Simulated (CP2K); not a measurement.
Two runs for the C K edge of piperazine. Run A: CP2K XAS_TDP, all-electron GAPW, PBEh(45%), aug-cc-pVDZ, TDA, no relativity. Run B differs in one setting.

First lines with a strength over 0.0015. A:

```csv
atom,energy (eV),states,"strength, one atom"
"C1 (bonded to C, N and 2 H), 4 alike",284.31,1,0.0128
,284.70,1,0.0154
,285.33,1,0.0037
,285.52,1,0.0041
,285.80,1,0.0049
```

B:

```csv
atom,energy (eV),states,"strength, one atom"
"C1 (bonded to C, N and 2 H), 4 alike",290.31,1,0.0126
,290.70,1,0.0151
,291.33,1,0.0036
,291.53,1,0.0040
,291.81,1,0.0048
```

Which was it: the basis, the functional, scalar relativity switched on, GW2X switched on?

GW2X switched on. GW2X shifts an atom's lines together and keeps their spacings. Against PBEh(45%) in aug-cc-pVDZ, the leading line moves by +6.00 eV, to 290.31 eV.

[Banner, clock and machine lines of the logs are left out without a mark of their own.]

[Logs are printed without paths, hosts, clocks, repeated set-up lines and the standing remarks that a program may print on its own settings, such as how far it seeks lower states.]

[Hosts, paths, dates, database ids (printed as entryN), source tags and the programs' standing remarks are cut or masked in the printed files.]
